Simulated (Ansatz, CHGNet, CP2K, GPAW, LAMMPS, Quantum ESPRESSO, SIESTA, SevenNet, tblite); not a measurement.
## Quantum ESPRESSO runs on amorphous Hg30S21Se9 (60 atoms)

Wanted: Quantum ESPRESSO inputs and outputs for amorphous Hg30S21Se9 (60 atoms), checked against a plane-wave reference.

Method: the method is named at each step, in Quantum ESPRESSO 7.5.

## (1) The starting structure

The cell holds 60 atoms: 30 Hg, 21 S and 9 Se. Its edges and angles: a = 11.895 Å, b = 11.895 Å, c = 11.895 Å, α = 90.0°, β = 90.0°, γ = 90.0°. 60 atoms (30 Hg, 21 S, 9 Se) placed at random at 7.3 g/cm³, melted at 2500 K for 10 ps at fixed volume with the Stillinger-Weber II-VI potential (Zhou et al., Phys. Rev. B 88, 085309 (2013)). Quenched from 2500 K to 300 K at 3 K/ps and fixed volume, held 5 ps, then minimised at fixed cell.

The yardstick, on the same geometry:

* method: Kohn-Sham DFT, PBE, PAW, plane waves (Ansatz 0.2.0); cutoff 420 eV, Γ point, fermi-dirac smearing of 0.05 eV; PAW set soft_2
* r.m.s. force component: 0.4119 eV/Å
* longest force: 1.588 eV/Å
* pressure: 0.5219 GPa
* SCF cycles: 12
* time: 21 s on 8 threads of Arm Neoverse V1, shared host
* CPU time: 2.3 min

## (2) PBE, sssp-1.3.0-efficiency, 45/360 Ry

Method: Kohn-Sham DFT, PBE, SSSP efficiency 1.3.0 pseudopotentials, plane waves.

pw.in

```
&control
  calculation = 'scf'
  pseudo_dir = './pseudo'
  outdir = './tmp'
  disk_io = 'none'
  tprnfor = .true.
  tstress = .true.
/
&system
  ibrav = 0
  nat = 60
  ntyp = 3
  ecutwfc = 45
  ecutrho = 360
  nosym = .true.
  occupations = 'smearing'
  smearing = 'fd'
  degauss = 0.003675
/
&electrons
  conv_thr = 3.0e-07
  electron_maxstep = 100
  mixing_beta = 0.4
  mixing_mode = 'plain'
  diagonalization = 'david'
/
ATOMIC_SPECIES
Hg 200.592 Hg.upf
S 32.060 S.upf
Se 78.971 Se.upf
CELL_PARAMETERS angstrom
11.89490 0.00000 0.00000
0.00000 11.89490 0.00000
0.00000 0.00000 11.89490
ATOMIC_POSITIONS crystal
Hg 0.07001 0.78688 0.21352
Hg 0.06669 0.68095 0.97269
Hg 0.95640 0.46892 0.76005
Hg 0.50280 0.97084 0.14502
Hg 0.73983 0.65799 0.74687
Hg 0.72809 0.84180 0.52689
Hg 0.51707 0.62223 0.26623
Hg 0.79160 0.11802 0.98247
Hg 0.43066 0.61959 0.94235
Hg 0.32036 0.25321 0.24960
Hg 0.42898 0.93780 0.39559
Hg 0.75135 0.44220 0.00462
Hg 0.44264 0.60232 0.58886
Hg 0.07053 0.05949 0.48075
Hg 0.86772 0.56686 0.33219
Hg 0.85264 0.27396 0.52592
Hg 0.76987 0.76878 0.05609
Hg 0.01097 0.29852 0.18980
Hg 0.12872 0.42830 0.44747
Hg 0.15078 0.20781 0.81813
Hg 0.79389 0.01922 0.30316
Hg 0.41824 0.23149 0.92134
Hg 0.61126 0.34534 0.74479
Hg 0.64168 0.29702 0.27505
Hg 0.95151 0.93143 0.73768
Hg 0.14150 0.99522 0.05511
Hg 0.04613 0.68580 0.53091
Hg 0.29688 0.89770 0.73692
Hg 0.59100 0.07616 0.67013
Hg 0.40632 0.26527 0.55514
S 0.93663 0.17202 0.35492
S 0.62841 0.27196 0.49486
S 0.94449 0.87302 0.51763
S 0.47549 0.41349 0.20158
S 0.43646 0.73484 0.75825
S 0.92134 0.48433 0.53763
S 0.53329 0.42503 0.95729
S 0.81903 0.40022 0.20565
S 0.64182 0.86644 0.72920
S 0.66703 0.11123 0.16143
S 0.85891 0.81323 0.25758
S 0.65374 0.51740 0.59784
S 0.23106 0.54221 0.99299
S 0.39127 0.71958 0.41201
S 0.18896 0.42907 0.21192
S 0.16193 0.41805 0.79451
S 0.68618 0.66715 0.39692
S 0.62385 0.01627 0.45022
S 0.86071 0.61111 0.92487
S 0.29293 0.44353 0.59030
S 0.16638 0.64747 0.35002
Se 0.54677 0.75201 0.08846
Se 0.01546 0.17157 0.00509
Se 0.12118 0.87189 0.86956
Se 0.29042 0.11427 0.43231
Se 0.36434 0.11804 0.72884
Se 0.33551 0.10455 0.08520
Se 0.81390 0.29904 0.83138
Se 0.78210 0.91837 0.88617
Se 0.98236 0.14767 0.68273
K_POINTS gamma
```

Started as:

```bash
$ OMP_NUM_THREADS=1 mpirun -np 4 pw.x -in pw.in > output.txt
```

The program printed:

```text
Program PWSCF
     gamma-point specific algorithms are used
     one sub-group per band group will be used
     scalapack distributed-memory algorithm (size of sub-group:  2*  2 procs)
     Parallelization info
     sticks:   dense  smooth     PW     G-vecs:    dense   smooth      PW
     Min        3609    1802    446               327423   115686   14430
     Max        3612    1803    448               327436   115693   14440
     Sum       14441    7209   1789              1309711   462751   57747
     bravais-lattice index     =            0
     lattice parameter (alat)  =      22.4781  a.u.
     unit-cell volume          =   11357.4017 (a.u.)^3
     number of atoms/cell      =           60
     number of atomic types    =            3
     number of electrons       =       780.00
     number of Kohn-Sham states=          468
     kinetic-energy cutoff     =      45.0000  Ry
     charge density cutoff     =     360.0000  Ry
     scf convergence threshold =      3.0E-07
     mixing beta               =       0.4000
     number of iterations used =            8  plain     mixing
     Exchange-correlation= SLA  PW   PBE  PBE
                           (   1   4   3   4   0   0   0)
     crystal axes: (cart. coord. in units of alat)
               a(1) = (   1.000000   0.000000   0.000000 )
               a(2) = (   0.000000   1.000000   0.000000 )
               a(3) = (   0.000000   0.000000   1.000000 )
     reciprocal axes: (cart. coord. in units 2 pi/alat)
               b(1) = (  1.000000  0.000000  0.000000 )
               b(2) = (  0.000000  1.000000  0.000000 )
               b(3) = (  0.000000  0.000000  1.000000 )
     PseudoPot. # 1 for Hg:
     Pseudo is Norm-conserving, Zval = 20.0
     PseudoPot. # 2 for S :
     Pseudo is Ultrasoft + core correction, Zval =  6.0
     PseudoPot. # 3 for Se:
     Pseudo is Ultrasoft + core correction, Zval =  6.0
     atomic species   valence    mass     pseudopotential
     Hg               20.00   200.59200     Hg( 1.00)
     S                 6.00    32.06000     S ( 1.00)
     Se                6.00    78.97100     Se( 1.00)
     No symmetry found
   Cartesian axes
     number of k points=     1  Fermi-Dirac smearing, width (Ry)=  0.0037
                       cart. coord. in units 2pi/alat
        k(    1) = (   0.0000000   0.0000000   0.0000000), wk =   2.0000000
     Dense  grid:   654856 G-vectors     FFT dimensions: ( 135, 135, 135)
     Smooth grid:   231376 G-vectors     FFT dimensions: (  96,  96,  96)
     Initial potential from superposition of free atoms
     starting charge     779.9964, renormalised to     780.0000
     Starting wfcs are  420 randomized atomic wfcs +   48 random wfcs
     Self-consistent Calculation
     iteration #  1     ecut=    45.00 Ry     beta= 0.40
     Threshold (ethr) on eigenvalues was too large:
     Diagonalizing with lowered threshold
     total energy              =  -10200.02047997 Ry
     estimated scf accuracy    <       5.73085278 Ry
     iteration #  2     ecut=    45.00 Ry     beta= 0.40
     total energy              =  -10198.62935083 Ry
     estimated scf accuracy    <      28.84163317 Ry
     iteration #  3     ecut=    45.00 Ry     beta= 0.40
     total energy              =  -10201.68612747 Ry
     estimated scf accuracy    <       4.49938695 Ry
     iteration #  4     ecut=    45.00 Ry     beta= 0.40
     total energy              =  -10202.00219298 Ry
     estimated scf accuracy    <       1.19490008 Ry
     iteration #  5     ecut=    45.00 Ry     beta= 0.40
     total energy              =  -10202.08025446 Ry
     estimated scf accuracy    <       0.35157429 Ry
     iteration #  6     ecut=    45.00 Ry     beta= 0.40
     total energy              =  -10202.09537724 Ry
     estimated scf accuracy    <       0.14065519 Ry
[...]
total energy              =  -10202.10883358 Ry
[...]
iteration # 20     ecut=    45.00 Ry     beta= 0.40
     total energy              =  -10202.10883363 Ry
     estimated scf accuracy    <       0.00000043 Ry
     iteration # 21     ecut=    45.00 Ry     beta= 0.40
     total energy              =  -10202.10883366 Ry
     estimated scf accuracy    <       0.00000033 Ry
     iteration # 22     ecut=    45.00 Ry     beta= 0.40
     End of self-consistent calculation
          k = 0.0000 0.0000 0.0000 ( 28874 PWs)   bands (ev):
  -107.6878-107.6354-107.6090-107.5701-107.5281-107.5159-107.5121-107.4991
  -107.4731-107.4443-107.4355-107.4122-107.3980-107.3922-107.3848-107.3730
  -107.3684-107.3616-107.2784-107.2705-107.2514-107.2256-107.1830-107.1726
  -107.1497-107.1489-107.1082-107.0672-107.0428-106.9816 -56.0376 -56.0181
   -55.9780 -55.9691 -55.9624 -55.9419 -55.9378 -55.9308 -55.9243 -55.8992
   -55.8945 -55.8787 -55.8619 -55.8554 -55.8508 -55.8483 -55.8448 -55.8421
   -55.8394 -55.8336 -55.8248 -55.8175 -55.8151 -55.8134 -55.8093 -55.8047
   -55.8040 -55.7892 -55.7716 -55.7692 -55.7511 -55.7499 -55.7449 -55.7420
   -55.7389 -55.7364 -55.7334 -55.7298 -55.7168 -55.7167 -55.7153 -55.7147
   -55.7063 -55.7057 -55.6998 -55.6955 -55.6942 -55.6932 -55.6910 -55.6890
[...]
12.1927  12.2415  12.3237  12.3670  12.4506  12.5403  12.5977  12.6268
    12.6878  12.7793  12.7973  12.8835  12.9102  12.9471  13.0277  13.0704
    13.1217  13.1424  13.1787  13.2400  13.2708  13.3305  13.4049  13.4440
    13.4846  13.5108  13.5459  13.5914
     the Fermi energy is     7.5057 ev
!    total energy              =  -10202.10883351 Ry
     estimated scf accuracy    <       0.00000023 Ry
     smearing contrib. (-TS)   =      -0.01367680 Ry
     internal energy E=F+TS    =  -10202.09515671 Ry
     The total energy is F=E-TS. E is the sum of the following terms:
     one-electron contribution =   -6834.13521318 Ry
     hartree contribution      =    3470.33689473 Ry
     xc contribution           =   -1266.45499621 Ry
     ewald contribution        =   -5571.84184205 Ry
     convergence has been achieved in  22 iterations
     Forces acting on atoms (cartesian axes, Ry/au):
     atom    1 type  1   force =     0.01686261    0.01094073   -0.00303649
     atom    2 type  1   force =     0.02571689   -0.02100627    0.00298324
     atom    3 type  1   force =     0.01680213   -0.01655131    0.00208967
     atom    4 type  1   force =     0.00507187   -0.01740972   -0.00994741
     atom    5 type  1   force =    -0.02150267   -0.01918003   -0.02186818
     atom    6 type  1   force =    -0.01209146   -0.01454539   -0.01479557
[...]
atom   58 type  3   force =    -0.01312416   -0.00047322    0.00972636
     atom   59 type  3   force =    -0.01590118    0.00450877   -0.03515472
     atom   60 type  3   force =     0.00225298   -0.01123756   -0.03008615
     Total force =     0.214793     Total SCF correction =     0.002534
     Computing stress (Cartesian axis) and pressure
          total   stress  (Ry/bohr**3)                   (kbar)     P=       -0.45
   0.00000237  -0.00002699   0.00001388            0.35       -3.97        2.04
  -0.00002699  -0.00002070  -0.00000330           -3.97       -3.05       -0.49
   0.00001388  -0.00000330   0.00000912            2.04       -0.49        1.34
     Message from routine punch:
     Nothing written, as per user request (disk_io='none')
```

Wall time 6.6 min (4 MPI ranks of Arm Neoverse V1, shared host); peak memory 4.1 GiB.

Banners, paths, timers and routine set-up lines are dropped from the logs unmarked, and long logs keep their key lines alone; longer cuts are marked.

Compared with the plane-wave run:

* r.m.s. force component: 0.4116 eV/Å
* r.m.s. difference of force components: 3.371 meV/Å
* longest difference of force vectors: 14.08 meV/Å
* force difference over r.m.s. force: 0.8184 %
* slope of forces against the reference's: 0.9993
* correlation of force components: 1
* pressure: -0.0453 GPa
* pressure difference: -0.5672 GPa

Length of the force difference by element (eV/Å):

| element | atoms | mean | most |
| --- | --- | --- | --- |
| Hg | 30 | 0.0055 | 0.011 |
| S | 21 | 0.0054 | 0.014 |
| Se | 9 | 0.0048 | 0.0076 |

Local excerpt of 9 atoms (numbers count through the whole input) about Hg25, picked at random; x, y, z are measured from there.

| atom | x | y | z | distance (Å) | bonds | Fx | Fy | Fz (eV/Å) |
| --- | --- | --- | --- | --- | --- | --- | --- | --- |
| Hg25 | 0.00 | 0.00 | 0.00 | 0.00 | 4 | 0.00 | 0.10 | -0.38 |
| Se54 | 2.02 | -0.71 | 1.57 | 2.65 | 4 | -0.03 | -0.26 | -0.39 |
| Se60 | 0.37 | 2.57 | -0.65 | 2.68 | 4 | 0.06 | -0.29 | -0.77 |
| Se59 | -2.02 | -0.16 | 1.77 | 2.68 | 3 | -0.41 | 0.12 | -0.90 |
| S33 | -0.08 | -0.69 | -2.62 | 2.71 | 4 | 0.24 | -0.14 | 1.01 |
| Hg14 | 1.42 | 1.52 | -3.06 | 3.70 | 4 | 0.38 | 0.23 | 0.33 |
| S39 | -3.68 | -0.77 | -0.10 | 3.77 | 3 | 0.48 | -0.30 | 1.06 |
| Hg6 | -2.66 | -1.07 | -2.51 | 3.81 | 4 | -0.31 | -0.37 | -0.38 |
| Hg27 | 1.13 | -2.92 | -2.46 | 3.98 | 3 | 0.11 | 0.17 | -0.83 |

Forces lie 0.82 % from the reference's, at 11 times its CPU time (on 4 against 8 cores).

## (3) What came out

- force difference from the reference: QE PBE, sssp-1.3.0-efficiency, 45/360 Ry, 0.82 %
- its CPU time: 26 min

What this shows: PBE on plane waves or a grid with other potentials, cutoffs or grids differs from the reference by 0.82 % (QE PBE, sssp-1.3.0-efficiency, 45/360 Ry) of the r.m.s. force; this holds the reference's own error, so differences of a few per cent don't tell which side is nearer the exact PBE result (QE's 45 Ry are 612 eV, against the reference's 420 eV). The potentials hold different valence shells: 870 electrons in the reference, 780 in Quantum ESPRESSO with SSSP; this bears on time and differences. The quench rate of 3 K/ps is many orders above laboratory rates, so the cell is likely richer in defects and strain than a real sample. The network of bonds at the start is that of the classical potential that made the cell, and needn't be the one that DFT or experiment would give. The electronic-structure runs sample only Γ, in a cell whose shortest periodic width is 12 Å, which is coarse for a cell with partly filled levels. Spin–orbit coupling is left out, which matters for the levels of the heavy elements.

[Also dropped from logs without a mark: logging warnings of Python, and SIESTA's first energy breakdown and zero terms.]

[Logs are printed without paths, hosts, clocks, repeated set-up lines and the standing remarks that a program may print on its own settings, such as how far it seeks lower states.]

[Hosts, paths, dates, database ids (printed as entryN), source tags and the programs' standing remarks are cut or masked in the printed files.]
